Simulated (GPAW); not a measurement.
# Quasiparticle gap of KNaCl2 (R-3m) in GPAW, part 2 of 2

Wanted: ground state, empty states, screening and self-energy for KNaCl2 (R-3m).

GPAW 26.7.0; LDA and many-body steps on it, plane waves. Known limits of the many-body steps: not at the basis limit.

So far. Step 3 (Bands along the symmetry lines): The gap is 4.696 eV, as in the run before at this level. Step 4 (Empty states on the mesh, 4×4×4 mesh, 70 bands): On this mesh the gap is 4.696 eV.

## 5. Screening and self-energy, 4×4×4 mesh, 60 bands, screening to 40 eV

G0W0 replaces the xc potential by the self-energy, built once from these orbitals. Only a window of levels is corrected, while the sums run over the empty bands that the input names.

This step: G0W0 on LDA, plane waves, PAW.

The input, run.py:

```python
import json
import numpy as np
from gpaw.mpi import world
from gpaw.response.g0w0 import G0W0

gw = G0W0('full.gpw',
    filename='gw',
    kpts=[0],
    bands=(13, 17),
    ecut=40,
    nbands=60,
    integrate_gamma='WS',
    ppa=True)
gw.calculate()
res = {mode: {k: v for k, v in r.items() if k != 'sigma_eskwn'}
       for mode, r in gw.all_results.items()}

if world.rank == 0:
    with open('result.json', 'w') as f:
        json.dump(res, f, default=lambda x: x.tolist())
```

Command:

```console
> mpirun -n 4 gpaw python run.py
```

Numbers of over 12 decimals in the logs are rounded to 6 here.

The program printed:

```text
Using integrator: PointIntegrator
FrequencyGridDescriptor(from 0.000+0.000j to 0.000+27.211j eV, 2 points)
Nonperiodic BCs:  [False False False]
Using integrator: PointIntegrator
FrequencyGridDescriptor(from 0.000+0.000j to 0.000+27.211j eV, 2 points)
Nonperiodic BCs:  [False False False]
  ___  _ _ _
 |   || | | |
 | | || | | |
 |__ ||_____|
 |___|

BZ k-points: Symmetries present (total): 12

  [... matrices ...]
64 k-points: 4 x 4 x 4 Monkhorst-Pack grid + [1/8,1/8,1/8]
13 k-points in the irreducible part of the Brillouin zone
       k-points in crystal coordinates                weights
   0:     0.00000000    0.00000000    0.00000000          1/64
   1:     0.25000000    0.00000000   -0.25000000          6/64
   2:     0.25000000    0.00000000    0.00000000          6/64
   3:     0.25000000    0.25000000   -0.25000000          6/64
   4:     0.25000000    0.25000000    0.00000000          6/64
   5:     0.25000000    0.25000000    0.25000000          2/64
   6:     0.50000000    0.00000000    0.00000000          3/64
   7:     0.50000000    0.25000000   -0.25000000          6/64
   8:     0.50000000    0.25000000    0.00000000         12/64
   9:     0.50000000    0.25000000    0.25000000          6/64
          ...
  12:     0.50000000    0.50000000    0.50000000          1/64

Distributing spins, k-points and bands (1 x 1 x 4) over 4 processes
Number of blocks: 1

Quasi particle states:
k-points (IBZ indices): [0]
Band range: (13, 17)
  [... matrices ...]
Computational parameters:
Plane wave cut-off: 40 eV
Number of bands: 60
Coulomb cutoff: None
Broadening: 0.1 eV

fxc modes: GW
Kernel: RPA
Using Godby-Needs plasmon-pole approximation:
  Fitting energy: i*E0, E0 = 1.000 Hartree
Summing all q:

Calculating screened Coulomb potential
No Coulomb truncation
FrequencyGridDescriptor(from 0.000+0.000j to 0.000+27.211j eV, 2 points)
Removing empty qpoint cache files...

Calculating chi0 body with:
    Ground state adapter containing:
    Number of spins: 1
    Number of kpoints: 64
    Number of irreducible kpoints: 13
    Number of completely occupied states: 15
    Number of partially occupied states: 15
    Occupied states memory: 10.6787109375 M / cpu

    Linear response parametrization:
    q_c: [0.0, 0.0, 0.0]
    Number of frequency points: 2
    Planewave cutoff: 40.0
    Number of bands: 60
    Number of planewaves: 61
    Broadening (eta): 1e-06
    comm.size: 4
    kncomm.size: 4
    blockcomm.size: 1

    Memory estimate of potentially large arrays:
        chi0_wGG: 0.113556 M / cpu
Integrating chi0 body.

Symmetries of q_c:
    Direct symmetries (Uq -> q): 12
    Indirect symmetries (TUq -> q): 0
In total 12 allowed symmetries.

  [... matrices ...]
13 groups of equivalent kpoints. 79.6875% reduction.

Integral kind: response function
Integrating chi0 head and wings.

Symmetries of q_c:
    Direct symmetries (Uq -> q): 12
    Indirect symmetries (TUq -> q): 0
In total 12 allowed symmetries.

  [... matrices ...]
13 groups of equivalent kpoints. 79.6875% reduction.

Integral kind: response function wings

Calculating chi0 body with:
    Ground state adapter containing:
    Number of spins: 1
    Number of kpoints: 64
    Number of irreducible kpoints: 13
    Number of completely occupied states: 15
    Number of partially occupied states: 15
    Occupied states memory: 10.6787109375 M / cpu

[... the further q-points ...]

Results:
f:      Occupation numbers
eps:     KS-eigenvalues [eV]
vxc:     KS vxc [eV]
exx:     Exact exchange [eV]
sigma:   Self-energies [eV]
dsigma:  Self-energy derivatives
Z:       Renormalization factors
qp:      QP-energies [eV]

k-point 0 (0): (0.000, 0.000, 0.000)                GW
band       f     eps     vxc     exx   sigma  dsigma       Z      qp
                                                                   GW
  13   1.000  -0.502 -16.703 -20.906   2.654  -0.214   0.824  -1.778
  14   1.000  -0.497 -16.732 -20.919   2.649  -0.214   0.824  -1.764
  15   0.000   4.199  -9.312  -4.908  -2.714  -0.145   0.873   5.675
  16   0.000   6.516  -8.667  -4.153  -2.690  -0.147   0.872   8.106
```

Elapsed: 62 s, on 4 MPI ranks of Arm Neoverse V2, shared host; peak memory 1.4 GiB.

Numbers from this step:

```
G0W0 gap on the points computed              : 7.440 eV
least direct G0W0 gap on the computed points : 7.440 eV
Z at the valence top                         : 0.8240
Z at the conduction bottom                   : 0.8735
starting gap on the mesh                     : 4.696 eV
k of the valence top                         : 0, 0, 0
k of the conduction bottom                   : 0, 0, 0
```

The gap on the mesh goes from 4.70 eV to 7.44 eV, a correction of +2.74 eV.

Limits: finite bands, cutoff and mesh. v1 is the top filled band, c1 the lowest empty one. The levels before and after the correction (eV, zero at the valence-band top of each column):

```tsv
	conduction bottom	valence top
Kohn-Sham	4.70	0.00
G0W0	7.44	0.00
```

```tsv
	level	energy (eV)
Kohn-Sham	Γ v2	-0.005
Kohn-Sham	Γ v1	0.000
Kohn-Sham	Γ c1	4.696
Kohn-Sham	Γ c2	7.013
G0W0	Γ v2	-0.013
G0W0	Γ v1	0.000
G0W0	Γ c1	7.440
G0W0	Γ c2	9.871
```

## 6. Where the time went

Times are wall times on 4 MPI ranks of Arm Neoverse V2, shared host, good to a factor of about two.

```tsv
step	time	share	memory (GiB)
ground state	21 s	13 %	0.85
bands along the symmetry lines	45 s	28 %	0.95
empty states on the mesh	30 s	19 %	0.94
screening and self-energy	62 s	39 %	1.4
```

## 7. What came out

```yaml
lda_gap: 4.70 eV, direct
g0w0_gap_on_the_mesh: 7.44 eV
gw_settings: 4×4×4 mesh, 60 bands, screening to 40 eV, Godby-Needs plasmon pole
known_limits: not at the basis limit
```

G0W0 moves the gap on the mesh from 4.70 eV to 7.44 eV (+2.74 eV), with Z of 0.82 and 0.87 at the edges. Only 1 of the mesh's irreducible points was corrected, so a valley elsewhere could overtake. Bands and cutoff are finite, so the gap is not at the basis limit. The miss can reach some tenths of an eV and take either sign; the mesh is an error of its own. These stock PAW sets were not made for GW. In the G0W0 run levels were corrected at 1 k point alone, so a gap called «on the mesh» is the least over those, and an edge elsewhere would be missed.

[Paths, hosts, dates, memory and timing lines, banners, echoed tables and standing remarks are left out of the program output.]

[Logs are printed without paths, hosts, clocks, repeated set-up lines and the standing remarks that a program may print on its own settings, such as how far it seeks lower states.]

[Runs of the session that timed out or met a known fault of the program may be left out.]

[Hosts, paths, dates, database ids (printed as entryN), source tags and the programs' standing remarks are cut or masked in the printed files.]
